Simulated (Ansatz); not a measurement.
# SnH2 (model cell, started as rutile): following an unstable mode

Which phase does SnH2 (model cell, started as rutile) fall into along its unstable mode, and how much energy does it gain?

Program: Ansatz 0.2.0. Level of theory: DFT PBE, scalar-relativistic, plane waves, PAW. Values are calculated unless marked as measured.

The structure was built from a prototype and need not be the compound's stable phase.

## Step 1: The structure

The structure is tetragonal, space group P4_2/mnm (No. 136). Conventional cell: a = 4.858 Å, b = 4.858 Å, c = 3.642 Å, α = 90.00°, β = 90.00°, γ = 90.00°. Sn has 6 H at 2.14 to 2.24 Å nearest. H has 3 Sn at 2.14 to 2.24 Å nearest. Farther neighbours, and contacts between anions beyond the nearest, are not listed.

Structure file:

```cif
data_structure
_symmetry_space_group_name_H-M 'P 1'
_symmetry_Int_Tables_number 1
_cell_length_a 4.8576
_cell_length_b 4.8576
_cell_length_c 3.6420
_cell_angle_alpha 90.000
_cell_angle_beta 90.000
_cell_angle_gamma 90.000
_cell_volume 85.94
loop_
_atom_site_label
_atom_site_type_symbol
_atom_site_fract_x
_atom_site_fract_y
_atom_site_fract_z
_atom_site_occupancy
Sn1 Sn 0.00000 0.00000 0.00000 1
Sn2 Sn 0.50000 0.50000 0.50000 1
H3 H 0.31107 0.31107 0.00000 1
H4 H 0.68893 0.68893 0.00000 1
H5 H 0.81107 0.18893 0.50000 1
H6 H 0.18893 0.81107 0.50000 1
```

## Step 2: Phonons on a q mesh

Stability and thermal properties need the whole zone. Linear response on a 2×2×4 q mesh gives force constants as far as a supercell of that size would.

Input file input.yaml:

```yaml
crystal:
  lattice:
    - [4.8575969519, 0.0, 0.0]
    - [0.0, 4.8575969519, 0.0]
    - [0.0, 0.0, 3.6419952209]
  atoms:
    - { symbol: Sn, position: [0.0, 0.0, 0.0] }
    - { symbol: Sn, position: [0.5, 0.5, 0.5] }
    - { symbol: H, position: [0.3110725174, 0.3110725174, 0.0] }
    - { symbol: H, position: [0.6889274826, 0.6889274826, 0.0] }
    - { symbol: H, position: [0.8110725174, 0.1889274826, 0.5] }
    - { symbol: H, position: [0.1889274826, 0.8110725174, 0.5] }
kpoints:
  mp_grid: { grid: [8, 8, 12] }
hamiltonian:
  xc: pbe
scf:
  occupations: { method: methfessel_paxton, width: 0.2 }
output:
  eigenvalues: true
phonons:
  method: dfpt
  qmesh: [2, 2, 4]
  temperatures: { t_max: 1000, t_step: 50 }
  qpath:
    path:
      - [[0.0, 0.0, 0.0], [0.0, 0.5, 0.0], [0.5, 0.5, 0.0], [0.0, 0.0, 0.0], [0.0, 0.0, 0.5], [0.0, 0.5, 0.5], [0.5, 0.5, 0.5], [0.0, 0.0, 0.5]]
      - [[0.0, 0.5, 0.0], [0.0, 0.5, 0.5]]
      - [[0.5, 0.5, 0.0], [0.5, 0.5, 0.5]]
    npoints: 10
```

On the command line:

```
ansatz run input.yaml --threads 8 --pin off --max-ram 14336MiB --backend cpu --events-out ev --progress --plain --runs-dir out
```

Log:

```text
Warning: phonons: the dynamical matrix that this run interpolates holds no multipole term above the dipole-dipole one, and a site of this crystal is no centre of inversion, so its interpolated transverse optical and acoustic branches and sound speeds can stay off near Gamma, and the density of states and the thermodynamics with them. What a run solves at a wave vector of phonons.qpoints, Gamma apart, where the deck admits one, is free of this, and under fd what a larger phonons.supercell samples
Engine: ansatz 0.2.0, aarch64-unknown-linux-gnu
Pseudopotentials: kind: paw
Pseudopotential: Sn, paw, valence charge 14, recommended cutoff 420 eV (normal), Sn.paw.azcp
Pseudopotential: H, paw, valence charge 1, recommended cutoff 420 eV (normal), H.paw.azcp
Functional definition: PBE
  parameter kappa = 0.804
  parameter beta = 0.066725
  exchange = pbe_x(kappa = kappa, mu = beta*pi^2/3)
  correlation = pbe_c(beta = beta)
Crystal: 6 atoms, lattice volume = 85.937 Å³
Basis set: ecut = 420 eV, 1665 PW (Γ), exchange–correlation on 72×72×60 points (8 copies of the dense FFT grid, shifted against one another)
Bands: 22, of which v1, the nominal top of the filled ones, is band 16 counted from 1 (15 counted from 0)
Symmetry: 16 space group operations
k-points: 105 of 768
Non-local potential: Sn, projectors of the file, l = 0: 2, l = 1: 2, l = 2: 2, l = 3: 2
Non-local potential: H, projectors of the file, l = 0: 2, l = 1: 1
PAW form: soft (Blöchl's): semilocal exchange-correlation on the pseudo side does not see the compensation charge
PAW one-centre angular grid: Sn, 590 points (default); XC on 64 Gauss nodes
PAW one-centre angular grid: H, 110 points (default); XC on 64 Gauss nodes
Initial density: superposition of atomic densities (neutral atoms: chi_scale 0, normalization atom), corrected by the library's trained network
Initial wavefunctions: pseudopotential atomic-orbital guess
Functional: x = pbe(κ = 0.804, μ = 0.219515), c = pbe(β = 0.066725)
SCF iter   1: F=—  HF=-12109.071649 eV  |F-HF|=—  |Δ(HF+E_count)|=         —  Δρ=3.14e-3  dr2=1.05e-2  ethr=1.77e-3  ⟨swp⟩=5.8  Hψ=10977  notcnv=0
preconditioner: auto → Kerker (q_TF=auto, 2.314 Å⁻¹)  [metal: Δε(μ)=0.058 eV  Ē_g=18.854 eV  σ=0.200 eV  W_gap=0.24  n_scr=18 (ndim 8)  ℏωp=22.7 eV  f_vac=0.000  D(μ)=1.24/eV (n_scr^D=4)]
SCF iter   2: F=—  HF=-12109.068323 eV  |F-HF|=—  |Δ(HF+E_count)|=   3.33e-3  S|Δr|=    0.00e0  Δρ=1.62e-3  dr2=2.76e-3  ethr=3.28e-5  ⟨swp⟩=2.1  Hψ=4790  notcnv=0
SCF iter   3: F=—  HF=-12109.067769 eV  |F-HF|=—  |Δ(HF+E_count)|=   5.54e-4  S|Δr|=    0.00e0  Δρ=4.39e-4  dr2=2.60e-4  ethr=8.62e-6  ⟨swp⟩=2.2  Hψ=2716  notcnv=0
SCF iter   4: F=—  HF=-12109.067718 eV  |F-HF|=—  |Δ(HF+E_count)|=   5.15e-5  S|Δr|=    0.00e0  Δρ=2.12e-4  dr2=4.47e-5  ethr=8.14e-7  ⟨swp⟩=3.0  Hψ=4010  notcnv=0
SCF iter   5: F=—  HF=-12109.067722 eV  |F-HF|=—  |Δ(HF+E_count)|=   4.25e-6  S|Δr|=    0.00e0  Δρ=5.29e-5  dr2=1.76e-6  ethr=1.40e-7  ⟨swp⟩=2.0  Hψ=3837  notcnv=0
SCF iter   6: F=—  HF=-12109.067720 eV  |F-HF|=—  |Δ(HF+E_count)|=   1.87e-6  S|Δr|=    0.00e0  Δρ=1.40e-5  dr2=1.43e-7  ethr=5.50e-9  ⟨swp⟩=2.0  Hψ=3896  notcnv=0
SCF iter   7: F=—  HF=-12109.067720 eV  |F-HF|=—  |Δ(HF+E_count)|=   1.67e-8  S|Δr|=    0.00e0  Δρ=2.20e-6  dr2=4.77e-9  ethr=4.46e-10  ⟨swp⟩=2.0  Hψ=3906  notcnv=0
SCF iter   8: F=—  HF=-12109.067720 eV  |F-HF|=—  |Δ(HF+E_count)|=   3.69e-9  S|Δr|=    0.00e0  Δρ=9.01e-7  dr2=9.23e-10  ethr=1.49e-11  ⟨swp⟩=2.0  Hψ=2912  notcnv=0
SCF iter   9: F=—  HF=-12109.067720 eV  |F-HF|=—  |Δ(HF+E_count)|=  5.46e-11  S|Δr|=    0.00e0  Δρ=1.31e-7  dr2=2.67e-11  ethr=2.89e-12  ⟨swp⟩=2.0  Hψ=3903  notcnv=0
SCF iter  10: F=-12109.067720 eV  HF=-12109.067720 eV  |F-HF|=1.09e-11  |Δ(HF+E_count)|=  1.46e-11  S|Δr|=    0.00e0  Δρ=3.40e-8  dr2=1.30e-12  ethr=1.00e-12  ⟨swp⟩=8.3  Hψ=10693  notcnv=0
SCF 1 converged in 10 iterations: F = -12109.067720 eV  dr2 = 1.30e-12
  greatest PAW one-centre occupation: 0.992 electrons in one spin orbital (limit 2), on the Sn atom at site 1 (counted from 0), in its partial waves of l = 2
Initial density: read from a saved state, or passed on in memory by an earlier SCF of this step, an earlier step, the calling program or the single point that the run made first
iter 1 solved again at ethr=3.11e-7 eV; its pass at ethr=3.10e-3 eV (dr2=9.95e-5 eV) is discarded
SCF iter   1: F=—  HF=-12109.067721 eV  |F-HF|=—  |Δ(HF+E_count)|=         —  Δρ=2.23e-6  dr2=3.76e-9  ethr=3.11e-7  ⟨swp⟩=2.8  Hψ=16418  notcnv=0
eigensolver tolerance schedule: the retry pair's looser diagonalisation over-reported the residual by 26461.20 of it (diagonalisation noise at an unbounded share of the residual, at the tolerance the schedule requests for it); recorded, not acted on — ethr = c·dr2/N_el stays at c = 1.0e-1
preconditioner: auto → Kerker (q_TF=auto, 2.314 Å⁻¹)  [metal: Δε(μ)=0.025 eV  Ē_g=18.828 eV  σ=0.200 eV  W_gap=0.11  n_scr=18 (ndim 8)  ℏωp=22.7 eV  f_vac=0.000  D(μ)=1.25/eV (n_scr^D=4)]
SCF iter   2: F=—  HF=-12109.067720 eV  |F-HF|=—  |Δ(HF+E_count)|=   1.26e-6  S|Δr|=    0.00e0  Δρ=1.14e-6  dr2=8.13e-10  ethr=1.17e-11  ⟨swp⟩=4.3  Hψ=5869  notcnv=0
SCF iter   3: F=—  HF=-12109.067720 eV  |F-HF|=—  |Δ(HF+E_count)|=  1.46e-10  S|Δr|=    0.00e0  Δρ=7.48e-7  dr2=3.70e-10  ethr=2.54e-12  ⟨swp⟩=1.0  Hψ=2310  notcnv=0
SCF iter   4: F=—  HF=-12109.067720 eV  |F-HF|=—  |Δ(HF+E_count)|=  9.46e-11  S|Δr|=    0.00e0  Δρ=3.39e-7  dr2=8.54e-11  ethr=1.15e-12  ⟨swp⟩=1.0  Hψ=2314  notcnv=0
SCF iter   5: F=—  HF=-12109.067720 eV  |F-HF|=—  |Δ(HF+E_count)|=  2.73e-11  S|Δr|=    0.00e0  Δρ=2.27e-7  dr2=3.91e-11  ethr=1.00e-12  ⟨swp⟩=1.0  Hψ=2310  notcnv=0
SCF iter   6: F=—  HF=-12109.067720 eV  |F-HF|=—  |Δ(HF+E_count)|=  9.09e-12  S|Δr|=    0.00e0  Δρ=1.30e-7  dr2=1.29e-11  ethr=1.00e-12  ⟨swp⟩=1.0  Hψ=2310  notcnv=0
SCF iter   7: F=-12109.067720 eV  HF=-12109.067720 eV  |F-HF|=3.64e-12  |Δ(HF+E_count)|=  1.82e-12  S|Δr|=    0.00e0  Δρ=1.10e-7  dr2=9.15e-12  ethr=1.00e-12  ⟨swp⟩=1.8  Hψ=3021  notcnv=0
SCF 2 converged in 7 iterations: F = -12109.067720 eV  dr2 = 9.15e-12
phonons: the bands overlap, so this run is a metal and interpolates without the dipole-dipole term. If the crystal is really an insulator or semiconductor, its LO-TO splitting is missing
NSCF: frozen V_eff on 105 k-points
NSCF: frozen V_eff on 238 k-points
DFPT response loops at q = (0, 0, 0) (fractional): preconditioner auto → Kerker (q_TF=auto, 2.314 Å⁻¹) (partly filled bands, converged f_vac=0.000); β = 1.00, the filter's whole step (`scf.mixing.beta` (0.50) is not read by the response loops under this deck's `scf.mixing.preconditioner`; to damp them name `kerker` or `kerker_dos`, under which they read `scf.mixing.beta`, and type it under 1.00, their step now; both keys bind the ground state too); Broyden in place of MSR1
NSCF: frozen V_eff on 816 k-points
DFPT response loops at q = (0, 0, 0.25) (fractional): mixed as the last ones told, above
NSCF: frozen V_eff on 476 k-points
DFPT response loops at q = (0, 0, -0.5) (fractional): mixed as the last ones told, above
NSCF: frozen V_eff on 476 k-points
DFPT response loops at q = (0, -0.5, 0) (fractional): mixed as the last ones told, above
NSCF: frozen V_eff on 816 k-points
DFPT response loops at q = (0, -0.5, 0.25) (fractional): mixed as the last ones told, above
NSCF: frozen V_eff on 476 k-points
DFPT response loops at q = (0, -0.5, -0.5) (fractional): mixed as the last ones told, above
NSCF: frozen V_eff on 476 k-points
DFPT response loops at q = (-0.5, -0.5, 0) (fractional): mixed as the last ones told, above
NSCF: frozen V_eff on 816 k-points
DFPT response loops at q = (-0.5, -0.5, 0.25) (fractional): mixed as the last ones told, above
NSCF: frozen V_eff on 476 k-points
DFPT response loops at q = (-0.5, -0.5, -0.5) (fractional): mixed as the last ones told, above
SCF converged after 10 iterations
Stability not checked: this state was not tested for a lower state beside it, because cold or Methfessel-Paxton smearing, or corrected tetrahedra, fill the levels in a way that the test cannot read (fill_not_monotonic; see scf.lower_state_search)
Free energy (F): -12109.067720 eV
Harris-Foulkes:  -12109.067720 eV  (|F-HF|=1.09e-11)
Internal energy: -12109.069345 eV  (E = F + TS)
E sigma→0 (E₀):  -12109.068126 eV
Entropy (-TS):   0.001625 eV (0.271 meV/atom)
Fermi energy:    6.895419 eV
--- Per-component energies (eV) ---
  E_band       = -282.055523
  E_kinetic    = 421.490338
  E_local      = -2210.347008  (includes V_loc(G=0)·N_el)
  E_nonlocal   = -60.262016
  E_hartree    = 1254.335674
  E_xc         = -800.154407
  E_vxc        = -236.766980  (∫ρ·V_xc dr)
  E_paw        = -8269.598129  (= ΣΔE_a)
  E_vpaw       = -704.836983  (= ΣTr[D̂ρ^β])
  E_aug_tail   = -0.004216  (compensation charges beyond the density's cutoff)
  E_ewald      = -2444.529580
  E_smearing   = 0.001625  (= −TS)
  E_closure    = 0.000000  (closes the sum)
  Σ components = -12109.067720   (vs F -12109.067720, Δ=0.00e0)
--- Band table (eV; the first three rows and the last of 105) ---
  k-point 0: bands = [... 12 lower, 1.4516, 1.4516, 4.8987, 8.2632, 8.8632, 9.2457, 9.2457, 11.3586, ... 2 higher]
  k-point 1: bands = [... 12 lower, 1.5200, 1.5200, 4.3957, 8.5324, 8.9366, 9.2945, 9.2945, 9.9684, ... 2 higher]
  k-point 2: bands = [... 12 lower, 1.7182, 1.7182, 3.3133, 8.3856, 9.0210, 9.1570, 9.3599, 9.3599, ... 2 higher]
  k-point 104: bands = [... 12 lower, 1.7839, 1.7839, 2.1277, 2.1277, 5.7684, 5.7684, 12.2162, 12.2162, ... 2 higher]
--- Phonons (Γ-DFPT): 4 representative perturbations + reference (Σ response iterations 12) ---
  ASR residual: 2.403e-5 → 0.000e0 eV/Å²; symmetrization residual: 5.512e-7 eV/Å²
  ASR residual per site (eV/Å²): 2.40e-5 2.40e-5 2.87e-6 2.87e-6 2.87e-6 2.87e-6
  Γ frequencies (cm⁻¹): -557.38 -342.61 0.00 0.00 0.00 72.08 97.54 97.54 237.18 237.18 265.76 450.48 450.48 570.75 570.75 621.38 658.08 976.83
--- Phonons (arbitrary-q DFPT): 9 irreducible q on the 2×2×4 mesh ---
  q = [0.0000, 0.0000, 0.0000] (star 1, of the zone-centre solve; hermiticity 2.91e-7, symmetrization 8.05e-12): -557.38 -342.61 -0.00 0.00 0.00 72.08 97.54 97.54 237.18 237.18 265.76 450.48 450.48 570.75 570.75 621.38 658.08 976.83
  q = [0.0000, 0.0000, 0.2500] (star 2, 4 solved perturbations in 1320 linear systems a pass and spin channel, the states on 408 of 768 k-point pairs; hermiticity 2.40e-7, symmetrization 1.41e-11): -463.02 -426.38 -426.38 -289.81 34.96 34.96 92.36 110.22 110.47 110.47 265.28 420.35 420.35 568.35 568.76 568.76 689.70 956.75
  q = [0.0000, 0.0000, -0.5000] (star 1, 4 solved perturbations in 770 linear systems a pass and spin channel, the states on 238 of 768 k-point pairs; hermiticity 1.19e-7, symmetrization 6.40e-12): -804.78 -804.78 65.52 65.52 75.38 75.38 136.05 136.05 140.10 140.10 344.47 344.47 475.02 475.02 552.75 552.75 825.68 825.68
  q = [0.0000, -0.5000, 0.0000] (star 2, 6 solved perturbations on 238 of 768 k-point pairs; hermiticity 3.94e-7, symmetrization 7.37e-13): -345.82 -345.82 40.36 40.36 53.02 53.02 73.98 73.98 225.91 225.91 361.79 361.79 540.61 540.61 586.54 586.54 798.23 798.23
  q = [0.0000, -0.5000, 0.2500] (star 4, 6 solved perturbations on 408 of 768 k-point pairs; hermiticity 4.16e-7, symmetrization 8.71e-13): -382.68 -382.68 41.33 41.33 55.46 55.46 108.40 108.40 277.13 277.13 365.07 365.07 522.24 522.24 564.92 564.92 841.59 841.59
  q = [0.0000, -0.5000, -0.5000] (star 2, 6 solved perturbations on 238 of 768 k-point pairs; hermiticity 1.94e-7, symmetrization 9.28e-13): -722.06 -722.06 -30.22 -30.22 66.47 66.47 115.88 115.88 323.21 323.21 347.27 347.27 463.81 463.81 472.40 472.40 887.64 887.64
  q = [-0.5000, -0.5000, 0.0000] (star 1, 4 solved perturbations in 770 linear systems a pass and spin channel, the states on 238 of 768 k-point pairs; hermiticity 2.93e-7, symmetrization 1.69e-11): -442.86 -442.86 -4.79 -4.79 43.60 43.60 78.02 78.02 233.57 233.57 382.39 382.39 463.00 463.00 522.24 522.24 870.99 870.99
  q = [-0.5000, -0.5000, 0.2500] (star 2, 4 solved perturbations in 1320 linear systems a pass and spin channel, the states on 408 of 768 k-point pairs; hermiticity 3.24e-7, symmetrization 5.79e-12): -358.21 -358.21 -325.14 -325.14 48.64 48.64 94.39 94.39 95.43 95.43 429.51 429.51 461.99 461.99 551.23 551.23 843.48 843.48
  q = [-0.5000, -0.5000, -0.5000] (star 1, 4 solved perturbations in 770 linear systems a pass and spin channel, the states on 238 of 768 k-point pairs; hermiticity 2.26e-7, symmetrization 1.67e-12): -793.57 -793.57 48.94 48.94 81.22 81.22 129.73 129.73 256.85 256.85 412.53 412.53 501.86 501.86 534.90 534.90 838.34 838.34
  sum rule: each row above includes the acoustic sum rule's correction from the zone centre's row sums; it moved no ω² by more than (0.96 cm⁻¹)²
  mesh force constants: q→R imaginary residual 1.40e-17; ASR residual 2.403e-5 → 0.000e0 eV/Å²; symmetrization residual 3.553e-15 eV/Å²
  interpolated dispersion: 93 rows × 18 modes
  density of states and harmonic sums: on the 14×14×20 q-mesh, interpolated from the force constants of a 2×2×4 supercell (no non-analytic term)
  largest difference from the sums on the solved wave vectors: F 3.41e-2 eV, S 3.26e-5 and C_V 8.23e-6 eV/K
  zero-point energy: 0.325762 eV/cell   skipped modes (ω ≤ 0): 1209, of them read as no rigid motion or as one in doubt: 1206 (3.085e0 modes/cell left out, lowest -804.78 cm⁻¹)   left out of the sums: 1.71e-1 of the cell's modes: C_V's classical limit lies that fraction below 3 k_B per atom; for a crystal, a wire or a layer, F and S can be off by more, and a phonons.interpolated_qmesh denser along its periods is the remedy for the sampling
```

Wall time 8.1 min (8 threads of Arm Neoverse N1, shared host); peak memory 2.1 GiB.

Numbers from this step:

* volume per atom: 14.32 Å³
* gap on the k-mesh: 0 eV
* sum-rule residual before enforcement: 2.40e-5 eV/Å²
* lowest frequency on the path: -804.8 cm⁻¹
* point group: 4/mmm
* highest frequency on path, mesh or solved points: 976.8 cm⁻¹
* highest optical mode at the zone centre (no LO-TO term): 976.8 cm⁻¹
* lowest optical zone-centre mode: -557.4 cm⁻¹
* lowest mode on the q mesh (acoustic modes at Γ apart): -804.8 cm⁻¹

Frequencies (cm⁻¹) solved at each irreducible wavevector; negative means imaginary. Frequencies by wavevector, by row:

```csv
q in reciprocal lattice units,star,mode 1,mode 2,mode 3,mode 4,mode 16,mode 17,mode 18
0 0 0,1,-557.4,-342.6,0,0,621.4,658.1,976.8
0 0 0.25,2,-463,-426.4,-426.4,-289.8,568.8,689.7,956.8
0 0 -0.5,1,-804.8,-804.8,65.5,65.5,552.8,825.7,825.7
0 -0.5 0,2,-345.8,-345.8,40.4,40.4,586.5,798.2,798.2
0 -0.5 0.25,4,-382.7,-382.7,41.3,41.3,564.9,841.6,841.6
0 -0.5 -0.5,2,-722.1,-722.1,-30.2,-30.2,472.4,887.6,887.6
-0.5 -0.5 0,1,-442.9,-442.9,-4.8,-4.8,522.2,871,871
-0.5 -0.5 0.25,2,-358.2,-358.2,-325.1,-325.1,551.2,843.5,843.5
-0.5 -0.5 -0.5,1,-793.6,-793.6,48.9,48.9,534.9,838.3,838.3
```

Interpolated from a 2×2×4 q mesh. The phonon branches at the labelled points (cm⁻¹):

```csv
point,branch 1,branch 2,branch 3,branch 4,branch 15,branch 16,branch 17,branch 18
Γ,-557,-343,0,0,571,621,658,977
halfway,-486,-315,-40,17,580,597,627,940
X,-346,-346,40,40,586,586,798,798
halfway,-397,-397,40,40,555,555,836,836
M,-443,-443,-5,-5,522,522,871,871
halfway,-460,-337,-22,22,566,576,672,928
Γ,-557,-343,0,0,571,621,658,977
halfway,-463,-426,-426,-290,569,569,690,957
Z,-805,-805,66,66,553,553,826,826
halfway,-763,-763,65,65,492,492,863,863
R,-722,-722,-30,-30,472,472,888,888
halfway,-756,-756,58,58,510,510,868,868
A,-794,-794,49,49,535,535,838,838
halfway,-768,-747,-47,60,489,540,834,892
Z,-805,-805,66,66,553,553,826,826
jump to X,-346,-346,40,40,586,586,798,798
halfway,-383,-383,41,41,565,565,842,842
R,-722,-722,-30,-30,472,472,888,888
jump to M,-443,-443,-5,-5,522,522,871,871
halfway,-358,-358,-325,-325,551,551,844,844
A,-794,-794,49,49,535,535,838,838
```

Symmetry leaves 9 wavevectors to solve. The lowest mode among them, the acoustic zeros apart, lies at q = (0, 0, -0.5) and is imaginary, 804.8i cm⁻¹, so the energy falls along it.

## Step 3: The mode frozen in, largest atomic shift 0 Å

The mode followed lies at q = (-0.5, -0.5, -0.5) with frequency 793.6i cm⁻¹ and is 2-fold degenerate, one of the unstable modes though not the softest. At small amplitude the pattern taken leaves space group no. 74 by a symmetry search on the positions. The undistorted cell that holds it gives the zero of energy on the same k mesh.

System of this step: SnH2 (model cell, started as rutile). Symmetry: P4_2/mnm, No. 136, tetragonal system. The conventional cell has a = 4.858 Å, b = 4.858 Å, c = 3.642 Å, α = 90.00°, β = 90.00°, γ = 90.00°. Nearest to Sn lie 6 H at 2.14 to 2.24 Å. H has 3 Sn at 2.14 to 2.24 Å nearest. Farther neighbours, and contacts between anions beyond the nearest, are not listed.

Input file input.yaml:

```yaml
crystal:
  lattice:
    - [4.8575969519, 0.0, 3.6419952209]
    - [4.8575969519, 0.0, -3.6419952209]
    - [0.0, 4.8575969519, 3.6419952209]
  atoms:
    - { symbol: Sn, position: [0.0, 0.0, 0.0] }
    - { symbol: Sn, position: [0.5, 0.5, 0.0] }
    - { symbol: Sn, position: [0.25, 0.25, 0.5] }
    - { symbol: Sn, position: [0.75, 0.75, 0.5] }
    - { symbol: H, position: [0.0, 0.3110725174, 0.3110725174] }
    - { symbol: H, position: [0.5, 0.8110725174, 0.3110725174] }
    - { symbol: H, position: [0.0, 0.6889274826, 0.6889274826] }
    - { symbol: H, position: [0.5, 0.1889274826, 0.6889274826] }
    - { symbol: H, position: [0.5610725174, 0.25, 0.1889274826] }
    - { symbol: H, position: [0.0610725174, 0.75, 0.1889274826] }
    - { symbol: H, position: [0.9389274826, 0.25, 0.8110725174] }
    - { symbol: H, position: [0.4389274826, 0.75, 0.8110725174] }
kpoints:
  mp_grid: { grid: [8, 8, 8] }
hamiltonian:
  xc: pbe
scf:
  occupations: { method: methfessel_paxton, width: 0.2 }
output:
  forces: true
  stress: true
  eigenvalues: true
```

Log:

```text
[...]
Crystal: 12 atoms, lattice volume = 171.875 Å³
Basis set: ecut = 420 eV, 3329 PW (Γ), exchange–correlation on 90×90×90 points (8 copies of the dense FFT grid, shifted against one another)
Bands: 44, of which v1, the nominal top of the filled ones, is band 32 counted from 1 (31 counted from 0)
Symmetry: 32 space group operations
[...]
k-points: 59 of 512
[...]
k-point 0: bands = [... 28 lower, 2.1300, 2.1300, 4.9015, 5.7685, 5.7685, 8.2648, 8.8637, 9.2465, ... 8 higher]
  k-point 1: bands = [... 28 lower, 2.8406, 2.8406, 4.7626, 5.9329, 5.9329, 8.3545, 8.6086, 8.9817, ... 8 higher]
  k-point 2: bands = [... 28 lower, 3.8301, 3.8301, 4.4714, 6.3680, 6.3680, 7.4820, 8.6195, 9.0879, ... 8 higher]
  k-point 58: bands = [... 28 lower, 3.2074, 3.2074, 7.3240, 7.3240, 8.1228, 8.1228, 9.8881, 9.8881, ... 8 higher]
[key lines of the parts left out:]
SCF converged after 7 iterations
Free energy (F): -24218.142833 eV
Fermi energy:    6.874923 eV
P = ⅓ Tr σ = 0.0436 GPa (0.436 kbar)
```

The job ended after 5.8 s (8 threads; peak memory 0.86 GiB).

Numbers from this step:

* pressure: 0.04361 GPa
* energy from the undistorted cell: 0 meV/atom

The run ends at a pressure of 0.04 GPa, with forces up to 0.0039 eV/Å.

(Continued in part 2 of 2.)

[Long decimals in the printed logs are rounded to 6 places.]

[Logs are printed without paths, hosts, clocks, repeated set-up lines and the standing remarks that a program may print on its own settings, such as how far it seeks lower states.]

[Hosts, paths, dates, database ids (printed as entryN), source tags and the programs' standing remarks are cut or masked in the printed files.]

[Where the starting crystal was built by hand or by swapping elements, it need not be the compound's stable phase.]
